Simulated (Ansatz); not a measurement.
# VGe2As4 monolayer in a perpendicular field, part 2 of 2

What dipole does a perpendicular field induce in the VGe2As4 monolayer? A positive field points along +c.

Ansatz 0.2.0; plane-wave DFT, PBE-D3(BJ), Ansatz PAW (set soft_1); PAW set soft_1.

So far. Step 2 (Relaxation): The lattice constant a goes from 3.730 to 3.660 Å.

## Step 3: Atoms held, field 0

A sawtooth potential applies the field, turning back in the middle of the vacuum. With the dipole correction the typed value is the field outside the slab. The induced dipole is small, so the SCF threshold is tight.

The cell differs from the one that the last finished run ended in (c 49.186 → 28.038 Å).

File input.yaml:

```yaml
crystal:
  lattice:
    - [3.6596747825, 0.0, 0.0]
    - [-1.8298373913, 3.1693713313, 0.0]
    - [0.0, 0.0, 28.0381293652]
  atoms:
    - { symbol: As, position: [0.0, 0.0, 0.3209914571] }
    - { symbol: Ge, position: [0.3333333333, 0.6666666667, 0.3632649093], spin: 0.01 }
    - { symbol: As, position: [0.3333333333, 0.6666666667, 0.4500455566], spin: -0.05 }
    - { symbol: V, position: [0.0, 0.0, 0.5], spin: 0.84 }
    - { symbol: As, position: [0.3333333333, 0.6666666667, 0.5499544434], spin: -0.05 }
    - { symbol: Ge, position: [0.3333333333, 0.6666666667, 0.6367350907], spin: 0.01 }
    - { symbol: As, position: [0.0, 0.0, 0.6790085429] }
magnetization:
  spin_polarized: true
kpoints:
  mp_grid: { grid: [12, 12, 1] }
  band_path:
    path: [[0, 0, 0], [0.5, 0, 0], [0.33333333, 0.33333333, 0], [0, 0, 0]]
    npoints: 16
hamiltonian:
  xc: pbe
  dispersion: d3bj
  pseudopotentials: { kind: paw, azcp: { folder: soft_1 } }
scf:
  occupations: { method: fermi_dirac, width: 0.02585 }
  convergence: { dr2_threshold: 1.0e-10 }
efield:
  axis: 3
  dipole_correction: true
  ramp_position: 0.97
  ramp_width: 0.06
  amplitude: 0
output:
  dos: { projected: true, e_range: [-6, 5] }
  write_potential: true
  write_density: true
  volumetric_format: npy
  elf: true
```

Launch:

```sh
ansatz run input.yaml --threads 4 --pin off --max-ram 6144MiB --backend cpu --events-out ev --progress --plain --runs-dir out
```

Numbers of over 12 decimals in the logs are rounded to 6 here.

The program printed:

```text
[...]
Crystal: 7 atoms, lattice volume = 325.211 Å³
Basis set: ecut = 420 eV, 6297 PW (Γ)
Bands: 62, of which v1, the nominal top of the filled ones, is band 51 counted from 1 (50 counted from 0)
Symmetry: 6 space group operations
k-points: 19 of 144 (time reversal used)
[...]
Starting moments: Σ|m| = 0.96 μB on 5 of 7 sites
[...]
SCF iter   1: F=—  HF=-30926.165864 eV  |F-HF|=—  |Δ(HF+E_count)|=         —  Δρ=1.33e-2 (↑1.33e-2 ↓1.24e-2)  dr2=2.54e0  dr2_m=9.01e-2  M=0.438 μB ∫|m|=0.569 μB  β_m=0.71  ethr=2.50e-3  p=0.000 e·Å  D=2.74e-15 V/Å  ΔV_dip=-0.00 eV  dr2_dipole=6.14e-12  V_vac-E_F(+/−)=6.00/6.00 eV  ⟨swp⟩=1.2  Hψ=12020  notcnv=0
[...]
efield: sawtooth ramp at fractional position 0.9700 (set: `efield.ramp_position`, or a place that a band, a saddle search or an elastic batch's reference lends), width 0.0600; the density the first Hamiltonian is built on has a dipole p = 0.000 e·Å; the dipole correction subtracts the counter field D = 2.74e-15 V/Å, which shifts the + side's vacuum level by -0.00 eV against the − side's; the planar-averaged density in the ramp window peaks in size at 5.0e-6 e/Å³
[...]
SCF iter   2: F=—  HF=-30927.721678 eV  |F-HF|=—  |Δ(HF+E_count)|=    1.56e0  Δρ=7.80e-3 (↑7.79e-3 ↓7.80e-3)  dr2=8.83e-1  dr2_m=6.07e-3  M=0.491 μB ∫|m|=0.602 μB  β_m=0.49  ethr=2.50e-3  p=-0.000 e·Å  D=-1.98e-6 V/Å  ΔV_dip=0.00 eV  dr2_dipole=1.37e-12  V_vac-E_F(+/−)=5.70/5.70 eV  ⟨swp⟩=2.7  Hψ=3011  notcnv=0  defer=4
density mixer auto → msr1: a metal under ldos (density of states about μ 0.78 of a free-electron gas's, 74 screened modes)
SCF iter   3: F=—  HF=-30929.541720 eV  |F-HF|=—  |Δ(HF+E_count)|=    1.82e0  Δρ=5.48e-3 (↑5.03e-3 ↓5.48e-3)  dr2=4.16e-2  dr2_m=6.86e-2  M=0.736 μB ∫|m|=0.877 μB  β_m=0.72  ethr=8.74e-4  p=0.000 e·Å  D=8.94e-7 V/Å  ΔV_dip=-0.00 eV  dr2_dipole=1.91e-10  V_vac-E_F(+/−)=5.11/5.11 eV  ⟨swp⟩=2.8  Hψ=3380  notcnv=0  defer=143
[...]
SCF iter  15: F=-30929.731626 eV  HF=-30929.731626 eV  |F-HF|=2.91e-11  |Δ(HF+E_count)|=  5.46e-11  Δρ=3.57e-8 (↑3.38e-8 ↓3.57e-8)  dr2=1.47e-11  dr2_m=2.19e-12  M=0.967 μB ∫|m|=1.268 μB  ethr=1.00e-12  p=-0.000 e·Å  D=-7.83e-8 V/Å  ΔV_dip=0.00 eV  dr2_dipole=2.51e-13  V_vac-E_F(+/−)=4.99/4.99 eV  ⟨swp⟩=11.0  Hψ=7349  notcnv=0
SCF 1 converged in 15 iterations: F = -30929.731626 eV  dr2 = 1.47e-11
[...]
NSCF: frozen V_eff on 49 k-points
efield: sawtooth ramp at fractional position 0.9700 (kept from the solve that this one continues, or follows in the run), width 0.0600; the density the first Hamiltonian is built on has a dipole p = -0.000 e·Å; the dipole correction subtracts the counter field D = -7.83e-8 V/Å, which shifts the + side's vacuum level by +0.00 eV against the − side's; the planar-averaged density in the ramp window peaks in size at 4.8e-6 e/Å³
SCF converged after 15 iterations
Magnetization: 0.9672 μB (50.9836 up, 50.0164 down)
Absolute magnetization: 1.2650 μB (∫|ρ↑−ρ↓|, with the PAW one-centre terms)
[...]
Per-site moments (μB) at R_I (Å): [(0.00306012, 0.999346), (0.00939222, 0.999346), (-0.047160, 1.003681), (0.861071, 1.045683), (-0.047160, 1.003681), (0.00939222, 0.999346), (0.00306011, 0.999346)]
Free energy (F): -30929.731626 eV
[...]
Internal energy: -30929.729580 eV  (E = F + TS)
E sigma→0 (E₀):  -30929.730603 eV
Entropy (-TS):   -0.002047 eV (-0.292 meV/atom)
Fermi energy:    1.529265 eV
Dipole field:    D = 0.000000 V/Å  (p = 0.000001 e·Å, saw-weighted, corrected)
Work function:   Φ+ = 4.9865 eV   Φ− = 4.9866 eV
Levels:          The Fermi level and band energies are counted from a zero that moves with the ramp; work functions are not
[...]
--- Band table (eV; the first three rows and the last of 38) ---
  k-point 0 ↑: bands = [... 47 lower, 1.4008, 1.4530, 1.4530, 1.5041, 3.5859, 3.7453, 4.3542, 4.3542, ... 7 higher]
  k-point 1 ↑: bands = [... 47 lower, 1.0703, 1.2033, 1.2780, 1.5071, 3.8079, 3.9235, 4.2755, 4.2895, ... 7 higher]
  k-point 2 ↑: bands = [... 47 lower, 0.7711, 0.9149, 0.9173, 1.3791, 3.2800, 3.4289, 3.9366, 4.1830, ... 7 higher]
  k-point 18 ↓: bands = [... 47 lower, -0.7814, 0.0099, 0.6734, 2.1996, 2.6518, 2.9598, 3.3204, 3.4931, ... 7 higher]
```

Wall time 1.8 min (4 threads of Arm Neoverse N1, shared host); peak memory 1.4 GiB.

Numbers from this step:

| Property | Result |
| --- | --- |
| energy at zero smearing | -30929.7306 eV |
| total moment | 0.9672 μB |
| site moments | 0.003060, 0.009392, -0.04716, 0.8611, -0.04716, 0.009392, 0.003060 μB |
| work function, upper face | 4.987 eV |
| dipole along the normal | 8.10e-7 e·Å |

Running mean over a fixed 2.8 Å (it still follows the layers) of the planar mean; the ramp of the sawtooth is left out. Electron's electrostatic potential energy less the Fermi level against z:

z (Å), electron's electrostatic potential energy less the Fermi level (eV) and a bar from the least value:
```
        4       4.99 ##############################
        5       4.98 ##############################
        6       4.93 ##############################
        7       4.02 ###########################
        8       1.37 ###################
        9      -2.52 ########
       10      -3.33 ######
       11      -2.08 #########
       12      -1.04 ############
       13      -3.98 ####
       14      -5.30 
       15      -4.10 ###
       16      -1.09 ############
       17      -1.99 ##########
       18      -3.27 ######
       19      -2.64 ########
       20       1.23 ###################
       21       3.93 ###########################
       22       4.92 ##############################
       23       4.98 ##############################
       24       4.99 ##############################
```

The density of states has structure finer than the step of the table below, so its rows give means over 0.2 eV, whole bins alone (the curve runs from -6 to 1.99 eV). Peaks (eV: height): total -3.68: 8.34, -2.94: 7.36, -1.95: 9.05, -1.59: 11.8, -1.15: 10.2, -1.01: 12.0, 1.69: 7.71; up -4.43: 4.46, -3.68: 6.72, -2.94: 5.10, -1.97: 4.50, -1.73: 5.19, -1.59: 9.76, -1.15: 6.23; down -3.63: 4.24, -2.22: 4.30, -1.95: 4.93, -1.56: 6.26, -1.01: 8.43, 1.69: 4.98, 1.83: 4.23.

Table of density of states by energy, zero at the Fermi level; means over each step; values in states/eV a cell:

| energy (eV) | total | up | down |
| --- | --- | --- | --- |
| -5.8 | 0.777 | 0.395 | 0.382 |
| -5.6 | 1.46 | 0.724 | 0.736 |
| -5.4 | 0 | 0 | 0 |
| -5.2 | 0 | 0 | 0 |
| -5.0 | 0 | 0 | 0 |
| -4.8 | 0 | 0 | 0 |
| -4.6 | 2.44 | 1.55 | 0.890 |
| -4.4 | 5.30 | 2.69 | 2.61 |
| -4.2 | 3.39 | 1.81 | 1.58 |
| -4.0 | 2.76 | 1.24 | 1.51 |
| -3.8 | 3.03 | 1.66 | 1.37 |
| -3.6 | 4.87 | 2.62 | 2.25 |
| -3.4 | 3.14 | 1.53 | 1.61 |
| -3.2 | 2.59 | 1.38 | 1.21 |
| -3.0 | 4.29 | 2.21 | 2.09 |
| -2.8 | 2.77 | 1.25 | 1.53 |
| -2.6 | 4.25 | 2.34 | 1.90 |
| -2.4 | 6.14 | 3.18 | 2.97 |
| -2.2 | 6.69 | 3.38 | 3.31 |
| -2.0 | 7.37 | 3.66 | 3.71 |
| -1.8 | 4.81 | 2.69 | 2.12 |
| -1.6 | 6.93 | 3.81 | 3.12 |
| -1.4 | 5.57 | 2.92 | 2.65 |
| -1.2 | 7.25 | 4.40 | 2.85 |
| -1.0 | 8.62 | 3.40 | 5.22 |
| -0.8 | 4.35 | 1.67 | 2.68 |
| -0.6 | 3.68 | 2.47 | 1.21 |
| -0.4 | 3.39 | 2.59 | 0.798 |
| -0.2 | 1.74 | 1.26 | 0.479 |
| 0.0 | 0.984 | 0.540 | 0.445 |
| 0.2 | 1.23 | 0.307 | 0.925 |
| 0.4 | 2.69 | 0.764 | 1.93 |
| 0.6 | 2.49 | 1.36 | 1.13 |
| 0.8 | 2.69 | 1.95 | 0.743 |
| 1.0 | 1.55 | 1.28 | 0.272 |
| 1.2 | 2.30 | 0.921 | 1.38 |
| 1.4 | 2.80 | 1.52 | 1.28 |
| 1.6 | 5.64 | 3.03 | 2.62 |
| 1.8 | 6.14 | 2.77 | 3.37 |

Projected DOS per atom over height of the atomic layer and energy from the Fermi level. Layers: As Ge As V As Ge As from below.

Ten even steps from '_' (0.00 states/eV) to '@' (3.16 states/eV), each cell a mean:
```
......@@......
______++______
______--______
______**______
______++______
______..______
______++______
..__..--..__..
--..==**==..--
::..--==--..::
--..::::::..--
==::--::--::==
::..::..::..::
..............
..............
....::..::....
__..::__::..__
..::::..::::..
______________
______________
______________
______________
```
Columns: height of the atomic layer (Å) from 9 to 19.0 (not evenly spaced); rows upwards: energy from the Fermi level (eV) from -5.96 to 1.96.

Projected DOS per atom, spin up over height of the atomic layer and energy from the Fermi level. Layers: As Ge As V As Ge As from below.

Ten even steps from '0' (0.00 states/eV) to '9' (1.57 states/eV), each cell a mean:
```
1126211
1015101
0004000
0008000
0003000
0001000
0009000
1014101
3146413
2135312
3123213
4232324
2122212
1111111
1111111
1121211
0111110
1221221
0000000
0000000
0000000
0000000
```
Columns: height of the atomic layer (Å) from 9 to 19.0 (not evenly spaced); rows upwards: energy from the Fermi level (eV) from -5.96 to 1.96.

Projected DOS per atom, spin down over height of the atomic layer and energy from the Fermi level. Layers: As Ge As V As Ge As from below.

Ten even steps from '_' (0.00 states/eV) to '@' (2.18 states/eV), each cell a mean:
```
..__..@@..__..
______==______
______..______
______::______
______++______
______..______
______..______
..__..::..__..
::__--==--__::
::__::::::__::
::..........::
::..::..::..::
..............
..__..__..__..
..__..__..__..
......__......
____..__..____
....::__::....
______________
______________
______________
______________
```
Columns: height of the atomic layer (Å) from 9 to 19.0 (not evenly spaced); rows upwards: energy from the Fermi level (eV) from -5.96 to 1.96.

Deep bands are left out, so band numbers here count from the lowest band kept and differ from the log's. Electronic bands along the path, in eV, zero at the Fermi level; # counts the bands kept:

| point | up #9 | up #11 | up #12 | up #13 | down #9 | down #11 | down #12 | down #13 |
| --- | --- | --- | --- | --- | --- | --- | --- | --- |
| Γ | -0.13 | -0.08 | -0.08 | -0.03 | -0.10 | 0.03 | 0.03 | 0.80 |
| halfway | -1.46 | -0.95 | -0.89 | -0.38 | -1.40 | -0.85 | -0.73 | 0.53 |
| M | -1.98 | -1.44 | -0.79 | -0.79 | -1.96 | -1.23 | -0.63 | -0.07 |
| halfway | -2.03 | -1.59 | -1.12 | -0.39 | -1.97 | -1.50 | -1.03 | 0.36 |
| K | -2.42 | -1.55 | -0.89 | -0.11 | -2.39 | -1.52 | -0.86 | 0.67 |
| halfway | -1.65 | -1.20 | -0.87 | -0.44 | -1.53 | -1.03 | -0.80 | 0.49 |
| Γ | -0.13 | -0.08 | -0.08 | -0.03 | -0.10 | 0.03 | 0.03 | 0.80 |

Site moment by atom:

| atom | site moment (μB) |
| --- | --- |
| As1 | 0.003 |
| Ge2 | 0.009 |
| As3 | -0.047 |
| V4 | 0.861 |
| As5 | -0.047 |
| Ge6 | 0.009 |
| As7 | 0.003 |

Spin density in the ca plane at fractional y = 0.667, with atoms of Ge and As within 0.2 Å of it.

Values in units of 1e-2 e/Å³, 6 rows by 16 columns, each cell a mean:
```
 0.0  0.0  0.0  0.1  0.0  0.0  0.0  0.2  2.7  1.7  0.1  0.0  0.0  0.0  0.0  0.0
 0.0  0.0  0.0  0.1  0.0  0.0 -0.1 -0.1  2.2  1.4 -0.1  0.0  0.0  0.0  0.0  0.0
 0.0  0.0  0.0  0.1  0.0  0.2 -0.2 -1.1  0.4 -0.1 -1.0  0.0  0.2  0.1  0.0  0.0
 0.0  0.0  0.0  0.1  0.1  0.3  0.3  0.0 -0.6 -0.7  0.1  0.5  0.1  0.1  0.0  0.0
 0.0  0.0  0.0  0.1  0.1  0.3  0.1 -0.6 -0.4 -0.7 -0.4  0.3  0.2  0.1  0.0  0.0
 0.0  0.0  0.0  0.1  0.0  0.1 -0.2 -0.8  0.9  0.3 -0.8  0.0  0.1  0.1  0.0  0.0
```
Columns run along c (16.0 Å, from fractional 0.19 to 0.76 of the cell), rows up along a (3.7 Å). Atoms in or near the plane, at fractional coordinates: Ge at (0.36, 0.33), As at (0.45, 0.33), As at (0.55, 0.33), Ge at (0.64, 0.33).

Valence density in the ca plane at fractional y = 0.667, with atoms of Ge and As within 0.2 Å of it. It is the smooth field of the valence electrons, not physical close to the nuclei.

Values in e/Å³, 6 rows by 16 columns, each cell a mean:
```
 0  0  0  0  0  0  0  0  0  0  0  0  0  0  0  0
 0  0  0  0  0  0  0  0  0  0  0  0  0  0  0  0
 0  0  0  0  1  1  0  1  0  0  1  0  1  0  0  0
 0  0  0  0  6 10  1 16  1  3 14  1 15  2  0  0
 0  0  0  0  3  6  1  9  1  2  8  0  8  1  0  0
 0  0  0  0  0  0  0  0  0  0  0  0  0  0  0  0
```
Columns run along c (16.0 Å, from fractional 0.19 to 0.76 of the cell), rows up along a (3.7 Å). Atoms in or near the plane, at fractional coordinates: Ge at (0.36, 0.33), As at (0.45, 0.33), As at (0.55, 0.33), Ge at (0.64, 0.33).

ELF in the ca plane at fractional y = 0.667, with atoms of Ge and As within 0.2 Å of it. It is the smooth field of the valence electrons, not physical close to the nuclei.

Values, 6 rows by 16 columns, each cell a mean:
```
0.00 0.09 0.50 0.63 0.52 0.23 0.10 0.31 0.12 0.17 0.29 0.08 0.31 0.54 0.65 0.40
0.00 0.07 0.44 0.60 0.56 0.30 0.19 0.46 0.19 0.27 0.42 0.16 0.37 0.57 0.61 0.34
0.00 0.01 0.13 0.35 0.50 0.43 0.53 0.62 0.46 0.55 0.60 0.50 0.42 0.50 0.29 0.09
0.00 0.00 0.02 0.15 0.30 0.34 0.64 0.21 0.41 0.42 0.26 0.64 0.28 0.32 0.09 0.01
0.00 0.00 0.03 0.19 0.34 0.35 0.63 0.34 0.44 0.47 0.36 0.62 0.29 0.36 0.13 0.02
0.00 0.03 0.22 0.45 0.57 0.43 0.44 0.67 0.40 0.51 0.63 0.40 0.46 0.56 0.41 0.16
```
Columns run along c (16.0 Å, from fractional 0.19 to 0.76 of the cell), rows up along a (3.7 Å). Atoms in or near the plane, at fractional coordinates: Ge at (0.36, 0.33), As at (0.45, 0.33), As at (0.55, 0.33), Ge at (0.64, 0.33).

The work function of the upper face is 4.99 eV.

## Step 4: Single point, field 0.1 V/Å

Changes to input.yaml since step 3:

```diff
@@ -30,7 +30,6 @@
   dipole_correction: true
-  ramp_position: 0.97
-  ramp_width: 0.06
-  amplitude: 0
+  ramp_position: 0.9604
+  ramp_width: 0.0792
+  amplitude: 0.1
 output:
-  dos: { projected: true, e_range: [-6, 5] }
   write_potential: true
@@ -38,2 +37 @@
   volumetric_format: npy
-  elf: true
```

The program printed:

```text
[...]
Crystal: 7 atoms, lattice volume = 325.211 Å³
Basis set: ecut = 420 eV, 6297 PW (Γ)
Bands: 62, of which v1, the nominal top of the filled ones, is band 51 counted from 1 (50 counted from 0)
Symmetry: 6 space group operations
k-points: 19 of 144 (time reversal used)
[...]
Starting moments: Σ|m| = 0.96 μB on 5 of 7 sites
[...]
k-point 0 ↑: bands = [... 47 lower, 1.3975, 1.4553, 1.4553, 1.5040, 3.5823, 3.7471, 4.3531, 4.3531, ... 7 higher]
  k-point 1 ↑: bands = [... 47 lower, 1.0699, 1.2010, 1.2794, 1.5069, 3.8055, 3.9241, 4.2737, 4.2890, ... 7 higher]
  k-point 2 ↑: bands = [... 47 lower, 0.7700, 0.9144, 0.9176, 1.3789, 3.2789, 3.4289, 3.9363, 4.1820, ... 7 higher]
  k-point 18 ↓: bands = [... 47 lower, -0.7818, 0.0092, 0.6734, 2.1992, 2.6513, 2.9595, 3.3201, 3.4924, ... 7 higher]
[key lines of the parts left out:]
SCF converged after 15 iterations
Magnetization: 0.9671 μB (50.9836 up, 50.0164 down)
Free energy (F): -30929.735566 eV
Fermi energy:    1.529157 eV
Dipole field:    D = 0.043843 V/Å  (p = 0.078796 e·Å, saw-weighted, corrected)
```

It took 1.8 min on 4 threads; peak memory 1.4 GiB.

The dipole is 0.0788 e·Å.

## Step 5: Atoms held, field -0.1 V/Å

Changes to input.yaml since step 4:

```diff
@@ -32,3 +32,3 @@
   ramp_width: 0.0792
-  amplitude: 0.1
+  amplitude: -0.1
 output:
```

The program printed:

```text
[...]
Crystal: 7 atoms, lattice volume = 325.211 Å³
Basis set: ecut = 420 eV, 6297 PW (Γ)
Bands: 62, of which v1, the nominal top of the filled ones, is band 51 counted from 1 (50 counted from 0)
Symmetry: 6 space group operations
k-points: 19 of 144 (time reversal used)
[...]
Starting moments: Σ|m| = 0.96 μB on 5 of 7 sites
[...]
k-point 0 ↑: bands = [... 47 lower, 1.3975, 1.4553, 1.4553, 1.5040, 3.5823, 3.7471, 4.3531, 4.3531, ... 7 higher]
  k-point 1 ↑: bands = [... 47 lower, 1.0699, 1.2010, 1.2794, 1.5069, 3.8055, 3.9241, 4.2737, 4.2890, ... 7 higher]
  k-point 2 ↑: bands = [... 47 lower, 0.7700, 0.9144, 0.9176, 1.3789, 3.2789, 3.4289, 3.9363, 4.1820, ... 7 higher]
  k-point 18 ↓: bands = [... 47 lower, -0.7818, 0.0092, 0.6734, 2.1992, 2.6513, 2.9595, 3.3201, 3.4924, ... 7 higher]
[key lines of the parts left out:]
SCF converged after 15 iterations
Magnetization: 0.9671 μB (50.9836 up, 50.0164 down)
Free energy (F): -30929.735566 eV
Fermi energy:    1.529157 eV
Dipole field:    D = -0.043843 V/Å  (p = -0.078796 e·Å, saw-weighted, corrected)
```

Run time: 1.8 min. Hardware: 4 threads; peak memory 1.4 GiB; 7.1 min of CPU time.

The dipole is -0.0788 e·Å.

## Step 6: Response, atoms held

This step: plane-wave DFT, PBE-D3(BJ), Ansatz PAW (set soft_1); response to a field along the normal, atoms held; PAW set soft_1 (Ansatz 0.2.0).

The dipoles give the slope, and the difference of two potentials shows where the field is screened.

Numbers from this step:

```yaml
equivalent_conductor_thickness_p_eps_0ae: 12.29 Å
distance_between_the_outer_atoms: 10.04 Å
```

Table of dipole of the cell by applied field:

| applied field (V/Å) | dipole of the cell (e·Å) |
| --- | --- |
| -0.1000 | -0.0788 |
| 0.0000 | 8.1e-7 |
| 0.1000 | 0.0788 |

The total moment stays at 0.967 μB for applied field from -0.1 to 0.1 V/Å.

Local field over the applied field, running mean. From the potentials at -0.1 and 0.1 V/Å; running mean over 2.5 Å. The local field over applied field by z:

| z (Å) | local field over applied field |
| --- | --- |
| 5 | 0.993 |
| 6 | 0.952 |
| 7 | 0.762 |
| 8 | 0.419 |
| 9 | 0.110 |
| 10 | 0.0276 |
| 11 | 0.0378 |
| 12 | 0.0375 |
| 13 | 0.0272 |
| 14 | 0.0117 |
| 15 | 0.0271 |
| 16 | 0.0362 |
| 17 | 0.0391 |
| 18 | 0.0270 |
| 19 | 0.102 |
| 20 | 0.406 |
| 21 | 0.751 |
| 22 | 0.948 |
| 23 | 0.993 |

Electrons, planar mean, per unit field. Induced electron density against z:

| z (Å) | induced electron density (e/Å³ per V/Å) |
| --- | --- |
| 4.5 | 1.0e-5 |
| 5.0 | 3.0e-5 |
| 5.5 | 8.7e-5 |
| 6.0 | 2.4e-4 |
| 6.5 | 6.1e-4 |
| 7.0 | 0.00141 |
| 7.5 | 0.00276 |
| 8.0 | 0.00341 |
| 8.5 | 0.00149 |
| 9.0 | 7.4e-4 |
| 9.5 | 7.4e-4 |
| 10.0 | -4.6e-4 |
| 10.5 | -9.1e-4 |
| 11.0 | 3.6e-4 |
| 11.5 | 1.2e-4 |
| 12.0 | -2.4e-4 |
| 12.5 | 6.3e-4 |
| 13.0 | 2.6e-4 |
| 13.5 | -6.6e-4 |
| 14.0 | -3.5e-5 |
| 14.5 | 6.6e-4 |
| 15.0 | -1.8e-4 |
| 15.5 | -6.4e-4 |
| 16.0 | 1.8e-4 |
| 16.5 | -6.7e-5 |
| 17.0 | -3.9e-4 |
| 17.5 | 8.1e-4 |
| 18.0 | 5.6e-4 |
| 18.5 | -6.8e-4 |
| 19.0 | -7.2e-4 |
| 19.5 | -0.00136 |
| 20.0 | -0.00338 |
| 20.5 | -0.00287 |
| 21.0 | -0.00150 |
| 21.5 | -6.5e-4 |
| 22.0 | -2.6e-4 |
| 22.5 | -9.3e-5 |
| 23.0 | -3.3e-5 |
| 23.5 | -1.1e-5 |

By hand: between -0.1 and 0.1 V/Å the dipole changes by 0.1576 e·Å, a slope of 0.7880 e·Å²/V. A perfect conductor of thickness t has p = ε₀AEt, so t = 180.95 × 0.7880 / 11.599 = 12.29 Å (e/ε₀ = 180.95 V·Å, A in Å²).

The induced dipole is that of a conductor 12.29 Å thick.

## Step 7: Outcome

```json
{"gap without field": "none", "work function, upper face": "4.99 eV", "equivalent conductor thickness, atoms held": "12.3 Å"}
```

The induced dipole equals that of a perfect conductor 12.29 Å thick, while the outer atoms lie 10.04 Å apart. There is no gap over 0.03 eV, with or without the field. For an open d or f shell that can be the fault of a semilocal functional without a Hubbard term. The magnetic order is the one reached from the typed start; other orders were not compared. Spin-orbit coupling is left out. The outer anions sit over the metal atoms, one of several polytypes of such layers and not the lowest for every compound.

[Logs are printed without paths, hosts, clocks, repeated set-up lines and the standing remarks that a program may print on its own settings, such as how far it seeks lower states.]

[Hosts, paths, dates, database ids (printed as entryN), source tags and the programs' standing remarks are cut or masked in the printed files.]

[Maps of the electrostatic potential energy from Ansatz leave out the sawtooth potential of an applied field or a dipole correction, so their vacuum need not be flat; planar profiles and work functions include it.]
